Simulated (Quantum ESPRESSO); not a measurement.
# NaF (Villiaumite): modes at Γ and the response to a field, part 2 of 2

Aim: the zone-centre modes of NaF (Villiaumite).

Quantum ESPRESSO 7.5; DFT LDA, scalar-relativistic, plane waves, PseudoDojo norm-conserving pseudopotentials.

So far. Step 2 (A first look): A gap of 6.0 eV opens on this mesh, so the crystal is taken as an insulator; the start stands at -4.0 GPa. Step 4 (Self-consistent run for the response): The cell stands at -0.0030 GPa, close enough for phonons. The relaxed cell has a = 4.502 Å (conventional setting).

The database entry behind the starting cell differs from later determinations by our own check (0.1 to 0.3 % short, probably kX units), so it need not match the best structure at ambient conditions.

## Step 5: Zone-centre response

At q = 0 one unit cell holds all displacements; symmetry groups them into irreducible representations that are solved one by one. The response to a field gives ε∞ and the Born charges, which polar modes need.

Input file ph.in:

```
phonons
 &inputph
    prefix='x',
    outdir='./tmp',
    fildyn='g.dyn',
    tr2_ph=1.0d-18,
    epsil=.true.,
 /
0.000000000000 0.000000000000 0.000000000000
```

Run with:

```
> OMP_NUM_THREADS=1 mpirun -n 4 ph.x -nk 4 -in ph.in > ph.out
```

The log of the run:

```text
[banners, grids, parts of the stress and lines that vanish by symmetry left out]
[banner, memory and clock lines left out]
Program PHONON v.7.5

     ./tmp/x.save/

     IMPORTANT: XC functional enforced from input :
     Exchange-correlation= PW
                           (   1   4   0   0   0   0   0)
     Any further DFT definition will be discarded
     Please, verify this is what you really want

     G-vector sticks info

     Reading collected, re-writing distributed wavefunctions in ./tmp/

     Number and degeneracy of irreps per q-point
       N         xq(1)         xq(2)         xq(3)   N irreps
       1   0.000000000   0.000000000   0.000000000       2
        3   3

     Calculation of q =    0.0000000   0.0000000   0.0000000

     phonons

     bravais-lattice index     =            0
     lattice parameter (alat)  =       6.0163  a.u.
     unit-cell volume          =     153.9862 (a.u.)^3
     number of atoms/cell      =            2
     number of atomic types    =            2
     kinetic-energy cut-off    =      88.0000  Ry
     charge density cut-off    =     352.0000  Ry
     convergence threshold     =      1.0E-18
     beta                      =       0.7000
     number of iterations used =            4
     Exchange-correlation= PW
                           (   1   4   0   0   0   0   0)

     celldm(1)=    6.01634  celldm(2)=    0.00000  celldm(3)=    0.00000
     celldm(4)=    0.00000  celldm(5)=    0.00000  celldm(6)=    0.00000

     crystal axes: (cart. coord. in units of alat)
               a(1) = (  0.0000  0.7071  0.7071 )
               a(2) = (  0.7071  0.0000  0.7071 )
               a(3) = (  0.7071  0.7071  0.0000 )

     reciprocal axes: (cart. coord. in units 2 pi/alat)
               b(1) = ( -0.7071  0.7071  0.7071 )
               b(2) = (  0.7071 -0.7071  0.7071 )
               b(3) = (  0.7071  0.7071 -0.7071 )

     Atoms inside the unit cell:

     Cartesian axes

     site n.  atom      mass           positions (alat units)
        1  Na     22.9898   tau(    1) = (    0.00000    0.00000    0.00000  )
        2  F      18.9984   tau(    2) = (    0.70711    0.70711    0.70711  )

     Computing dynamical matrix for
                    q = (   0.0000000   0.0000000   0.0000000 )

     49 Sym.Ops. (with q -> -q+G )

     G cutoff =  322.7360  (  17153 G-vectors)     FFT grid: ( 36, 36, 36)
     number of k points=    29
                       cart. coord. in units 2pi/alat
        k(    1) = (   0.0000000   0.0000000   0.0000000), wk =   0.0039062
        k(    2) = (   0.0883883   0.0883883  -0.0883883), wk =   0.0312500
        k(    3) = (   0.1767767   0.1767767  -0.1767767), wk =   0.0312500
        [... further k-points left out ...]

     PseudoPot. # 1 for Na read from file:
     ./pseudo/Na.upf
     Pseudo is Norm-conserving, Zval =  9.0
     Using radial grid of 1968 points,  4 beta functions with:
                l(1) =   0
                l(2) =   0
                l(3) =   1
                l(4) =   1

     PseudoPot. # 2 for F  read from file:
     ./pseudo/F.upf
     Pseudo is Norm-conserving + core correction, Zval =  7.0
     Using radial grid of  824 points,  5 beta functions with:
                l(1) =   0
                l(2) =   0
                l(3) =   1
                l(4) =   1
                l(5) =   2

     Mode symmetry, O_h (m-3m)  point group:

     Electric field:
     Dielectric constant
     Born effective charges as d Force / d E

     Atomic displacements:
     There are    2 irreducible representations

     Representation     1      3 modes -  To be done

     Representation     2      3 modes -  To be done

     Alpha used in Ewald sum =   2.8000

     Electric Fields Calculation

      iter #   1   av.it.:   5.8
      thresh= 1.000E-02 alpha_mix =  0.700 |ddv_scf|^2 =  9.520E-09

      iter #   2   av.it.:  10.7
      thresh= 9.757E-06 alpha_mix =  0.700 |ddv_scf|^2 =  1.618E-10

      iter #   3   av.it.:  10.8
      thresh= 1.272E-06 alpha_mix =  0.700 |ddv_scf|^2 =  8.760E-12

      iter #   4   av.it.:  10.7
      thresh= 2.960E-07 alpha_mix =  0.700 |ddv_scf|^2 =  1.373E-13

      iter #   5   av.it.:  10.7
      thresh= 3.705E-08 alpha_mix =  0.700 |ddv_scf|^2 =  1.758E-16

      iter #   6   av.it.:  11.3
      thresh= 1.326E-09 alpha_mix =  0.700 |ddv_scf|^2 =  4.454E-18

      iter #   7   av.it.:  11.0
      thresh= 2.111E-10 alpha_mix =  0.700 |ddv_scf|^2 =  3.434E-20

     End of electric fields calculation

          Dielectric constant in cartesian axis

          (       1.930607847      -0.000000000      -0.000000000 )
          (      -0.000000000       1.930607847      -0.000000000 )
          (      -0.000000000      -0.000000000       1.930607847 )

          Effective charges (d Force / dE) in cartesian axis without acoustic sum rule applied (asr)

           atom    1  Na    Mean Z*:        0.99910
      Ex  (        0.99910        0.00000       -0.00000 )
      Ey  (        0.00000        0.99910       -0.00000 )
      Ez  (       -0.00000       -0.00000        0.99910 )
           atom    2  F     Mean Z*:       -0.99841
      Ex  (       -0.99841        0.00000       -0.00000 )
      Ey  (        0.00000       -0.99841       -0.00000 )
      Ez  (       -0.00000       -0.00000       -0.99841 )

          Effective charges Sum: Mean:        0.00069
              0.00069        0.00000       -0.00000
              0.00000        0.00069       -0.00000
             -0.00000       -0.00000        0.00069

          Effective charges (d Force / dE) in cartesian axis with asr applied:
           atom    1  Na    Mean Z*:        0.99875
      E*x (        0.99875       -0.00000        0.00000 )
      E*y (       -0.00000        0.99875        0.00000 )
      E*z (        0.00000        0.00000        0.99875 )
           atom    2  F     Mean Z*:       -0.99875
      E*x (       -0.99875        0.00000       -0.00000 )
      E*y (        0.00000       -0.99875       -0.00000 )
      E*z (       -0.00000       -0.00000       -0.99875 )

     Representation #   1 modes #   1   2   3

     Self-consistent Calculation

      iter #   1   av.it.:   6.6
      thresh= 1.000E-02 alpha_mix =  0.700 |ddv_scf|^2 =  1.623E-06

      iter #   2   av.it.:  10.6
      thresh= 1.274E-04 alpha_mix =  0.700 |ddv_scf|^2 =  1.977E-09

      iter #   3   av.it.:  11.2
      thresh= 4.447E-06 alpha_mix =  0.700 |ddv_scf|^2 =  7.692E-11

      iter #   4   av.it.:  11.1
      thresh= 8.770E-07 alpha_mix =  0.700 |ddv_scf|^2 =  9.543E-13

      iter #   5   av.it.:  11.0
      thresh= 9.769E-08 alpha_mix =  0.700 |ddv_scf|^2 =  8.956E-16

      iter #   6   av.it.:  11.2
      thresh= 2.993E-09 alpha_mix =  0.700 |ddv_scf|^2 =  4.686E-17

      iter #   7   av.it.:  11.2
      thresh= 6.845E-10 alpha_mix =  0.700 |ddv_scf|^2 =  2.093E-19

     End of self-consistent calculation

     Convergence has been achieved

     Representation #   2 modes #   4   5   6

     Self-consistent Calculation

      iter #   1   av.it.:   7.1
      thresh= 1.000E-02 alpha_mix =  0.700 |ddv_scf|^2 =  2.914E-06

      iter #   2   av.it.:  10.9
      thresh= 1.707E-04 alpha_mix =  0.700 |ddv_scf|^2 =  1.133E-08

      iter #   3   av.it.:  11.1
      thresh= 1.064E-05 alpha_mix =  0.700 |ddv_scf|^2 =  4.534E-11

      iter #   4   av.it.:  11.5
      thresh= 6.733E-07 alpha_mix =  0.700 |ddv_scf|^2 =  1.768E-12

      iter #   5   av.it.:  11.5
      thresh= 1.330E-07 alpha_mix =  0.700 |ddv_scf|^2 =  8.773E-15

      iter #   6   av.it.:  11.6
      thresh= 9.367E-09 alpha_mix =  0.700 |ddv_scf|^2 =  1.237E-17

      iter #   7   av.it.:  11.5
      thresh= 3.517E-10 alpha_mix =  0.700 |ddv_scf|^2 =  6.679E-19

     End of self-consistent calculation

     Convergence has been achieved

     Number of q in the star =    1
     List of q in the star:
          1   0.000000000   0.000000000   0.000000000

          Dielectric constant in cartesian axis

          (       1.930607847      -0.000000000      -0.000000000 )
          (      -0.000000000       1.930607847      -0.000000000 )
          (      -0.000000000      -0.000000000       1.930607847 )

          Effective charges (d Force / dE) in cartesian axis without acoustic sum rule applied (asr)

           atom    1  Na    Mean Z*:        0.99910
      Ex  (        0.99910        0.00000       -0.00000 )
      Ey  (        0.00000        0.99910       -0.00000 )
      Ez  (       -0.00000       -0.00000        0.99910 )
           atom    2  F     Mean Z*:       -0.99841
      Ex  (       -0.99841        0.00000       -0.00000 )
      Ey  (        0.00000       -0.99841       -0.00000 )
      Ez  (       -0.00000       -0.00000       -0.99841 )

          Effective charges Sum: Mean:        0.00069
              0.00069        0.00000       -0.00000
              0.00000        0.00069       -0.00000
             -0.00000       -0.00000        0.00069

          Effective charges (d Force / dE) in cartesian axis with asr applied:
           atom    1  Na    Mean Z*:        0.99875
      E*x (        0.99875       -0.00000        0.00000 )
      E*y (       -0.00000        0.99875        0.00000 )
      E*z (        0.00000        0.00000        0.99875 )
           atom    2  F     Mean Z*:       -0.99875
      E*x (       -0.99875        0.00000       -0.00000 )
      E*y (        0.00000       -0.99875       -0.00000 )
      E*z (       -0.00000       -0.00000       -0.99875 )

     Diagonalizing the dynamical matrix

     q = (    0.000000000   0.000000000   0.000000000 )

 **************************************************************************
     freq (    1) =       0.191278 [THz] =       6.380357 [cm-1]
     freq (    2) =       0.191278 [THz] =       6.380357 [cm-1]
     freq (    3) =       0.191278 [THz] =       6.380357 [cm-1]
     freq (    4) =       8.273752 [THz] =     275.982644 [cm-1]
     freq (    5) =       8.273752 [THz] =     275.982644 [cm-1]
     freq (    6) =       8.273752 [THz] =     275.982644 [cm-1]
 **************************************************************************

     Mode symmetry, O_h (m-3m)  point group:

     freq (   1-   3) =          6.4  [cm-1]   --> T_1u G_15  G_4- I
     freq (   4-   6) =        276.0  [cm-1]   --> T_1u G_15  G_4- I
```

It took 40 s on 4 MPI ranks of Intel Xeon at 2.70GHz, shared host; 2.6 min of CPU time.

This step gave:

| Quantity | Value |
| --- | --- |
| miss of the charge sum rule | 6.90e-4 e |
| largest acoustic frequency at the zone centre before the sum rule | 6.38 cm⁻¹ |
| highest optical zone-centre mode (no LO-TO term) | 276.0 cm⁻¹ |
| lowest optical zone-centre mode | 276.0 cm⁻¹ |
| mean high-frequency dielectric constant | 1.931 |
| largest Born charge in size (third of the trace) | 0.9991 e |

Born charge (rows field, columns displacement), before the sum rule (e), principal values of the symmetric part by kind of site:

```
atom  atoms with these values      low   middle     high     mean
 Na1                        1   0.9991   0.9991   0.9991   0.9991
  F2                        1  -0.9984  -0.9984  -0.9984  -0.9984
```

In full for F2:

```
-0.9984  0.0000  0.0000
 0.0000 -0.9984  0.0000
 0.0000  0.0000 -0.9984
```

High-frequency dielectric tensor:

```
1.93 0.00 0.00
0.00 1.93 0.00
0.00 0.00 1.93
```

The acoustic modes at Γ come out as far as 6.4 cm⁻¹ from zero, where they should vanish, a small numerical error; the Born charges miss their sum rule by 6.9e-4 e, which is good.

## Step 6: Zone-centre analysis

A rigid shift of the crystal must cost nothing, but grids and finite bases break this; the acoustic sum rule is imposed before the matrix is diagonalised again. With Born charges the intensities follow, and the static dielectric tensor.

Input file dynmat.in:

```
 &input
    fildyn='g.dyn',
    asr='simple',
    fileig='dynmat.eig',
    lperm=.true.,
 /
```

Run with:

```
> dynmat.x -in dynmat.in > dynmat.out
```

The log of the run:

```text
[banner, memory and clock lines left out]
Program DYNMAT v.7.5

     Reading Dynamical Matrix from file g.dyn
     ...Force constants read
     ...epsilon and Z* read
     A direction for q was not specified:TO-LO splitting will be absent

     Polarizability (A^3 units)
     multiply by 0.763241 for Clausius-Mossotti correction
         1.689826   -0.000000   -0.000000
        -0.000000    1.689826   -0.000000
        -0.000000   -0.000000    1.689826

     IR activities are in (D/A)^2/amu units

# mode   [cm-1]    [THz]      IR
    1      0.00    0.0000    0.0000
    2      0.00    0.0000    0.0000
    3      0.00    0.0000    0.0000
    4    275.93    8.2721    2.2124
    5    275.93    8.2721    2.2124
    6    275.93    8.2721    2.2124

Electronic dielectric permittivity tensor (relative, adimensional)
         1.930608   -0.000000   -0.000000
        -0.000000    1.930608   -0.000000
        -0.000000   -0.000000    1.930608

 ... with zone-center polar mode contributions
         4.646676    0.000000    0.000000
         0.000000    4.646676    0.000000
         0.000000    0.000000    4.646676
```

Wall time 0.69 s (1 thread).

This step gave:

```
highest optical zone-centre mode (no LO-TO term) : 275.9 cm⁻¹
lowest optical zone-centre mode                  : 275.9 cm⁻¹
mean static dielectric constant                  : 4.647
```

Unit eigenvectors of the mass-weighted matrix after the sum rule; no LO-TO term. The modes at Γ (shares of kinetic energy by element, %):

```
mode  frequency (cm⁻¹)  symmetry  Na %  F %
   1               0.0  acoustic    55   45
   2               0.0  acoustic    55   45
   3               0.0  acoustic    55   45
   4             275.9       T1u    45   55
   5             275.9       T1u    45   55
   6             275.9       T1u    45   55
```

Displacements in mode 5 (275.9 cm⁻¹), the largest set to 1:
```
Na1  0.00  0.00 -0.83
F2   0.00  0.00  1.00
```

Degenerate modes summed, no LO-TO term. Lines of the infrared spectrum (strongest = 100):

```
position (cm⁻¹)  lines merged  label  IR intensity, relative
            276             3    T1u                     100
```

Static dielectric tensor (ions relaxed, fixed cell):

```
4.65 0.00 0.00
0.00 4.65 0.00
0.00 0.00 4.65
```

The rule moves no optical mode by more than 0.1 cm⁻¹.

## Step 7: The LO-TO splitting (1 0 0)

A longitudinal polar mode sets up a macroscopic field that stiffens it; the term hangs on the direction from which q goes to zero.

Input file dynmat.in:

```
 &input
    fildyn='g.dyn',
    asr='simple',
    fileig='dynmat.eig',
    q(1)=1.0,
    q(2)=0.0,
    q(3)=0.0,
 /
```

Run with:

```
> dynmat.x -in dynmat.in > dynmat.out
```

The log of the run:

```text
[banner, memory and clock lines left out]
Program DYNMAT v.7.5

     Reading Dynamical Matrix from file g.dyn
     ...Force constants read
     ...epsilon and Z* read

     Polarizability (A^3 units)
     multiply by 0.763241 for Clausius-Mossotti correction
         1.689826   -0.000000   -0.000000
        -0.000000    1.689826   -0.000000
        -0.000000   -0.000000    1.689826

     IR activities are in (D/A)^2/amu units

# mode   [cm-1]    [THz]      IR
    1      0.00    0.0000    0.0000
    2      0.00    0.0000    0.0000
    3      0.00    0.0000    0.0000
    4    275.93    8.2721    2.2124
    5    275.93    8.2721    2.2124
    6    428.07   12.8333    2.2124
```

It took 0.73 s on 1 thread.

Numbers from this step:

| Item | Value |
| --- | --- |
| highest mode moved by the LO-TO term | 428.1 cm⁻¹ |

Zone-centre frequencies as printed; negative means imaginary. Modes:

```
mode  frequency (cm⁻¹)
   1                 0
   2                 0
   3                 0
   4             275.9
   5             275.9
   6             428.1
```

The field moves one mode, from 276 to 428 cm⁻¹; the others stay.

## Step 8: Outcome

| Item | Value |
| --- | --- |
| space group after relaxation | Fm-3m |
| volume per atom | 11.4 Å³ |
| gap on the k-mesh | 6.48 eV |
| highest optical zone-centre mode (no LO-TO term) | 275.9 cm⁻¹ |
| highest mode moved by the LO-TO term | 428.1 cm⁻¹ |
| mean high-frequency dielectric constant | 1.93 |
| largest Born charge in size (third of the trace) | 0.999 e |
| mean static dielectric constant | 4.65 |
| imaginary optical modes at the zone centre (no q mesh in this session) | none |

**Reading.** At the LDA level the optical modes of NaF (Villiaumite) at the zone centre (no LO-TO term) lie at 276 cm⁻¹. Along the directions run, the highest mode that the macroscopic field moves lies at 428 cm⁻¹. Lattice motion raises the mean dielectric constant from 1.931 to 4.647. The Born charge of F is -0.9984 e against a formal charge of -1, close to the ionic value. The Lyddane-Sachs-Teller relation holds: (ωLO/ωTO)² is 2.41 and ε₀/ε∞ is 2.41. Left out of this account: PBE with PseudoDojo NC, since it is gradient-corrected and no frozen-mode check or second program bears its response out; PBEsol with PseudoDojo NC, since it is gradient-corrected and no frozen-mode check or second program bears its response out. What is said of the levels holds for those shown. These are harmonic frequencies at zero temperature: anharmonic shifts and linewidths and thermal expansion are left out.

[Host names and launcher messages were left out of these logs when they were recorded.]

[Logs are printed without paths, hosts, clocks, repeated set-up lines and the standing remarks that a program may print on its own settings, such as how far it seeks lower states.]

[Hosts, paths, dates, database ids (printed as entryN), source tags and the programs' standing remarks are cut or masked in the printed files.]
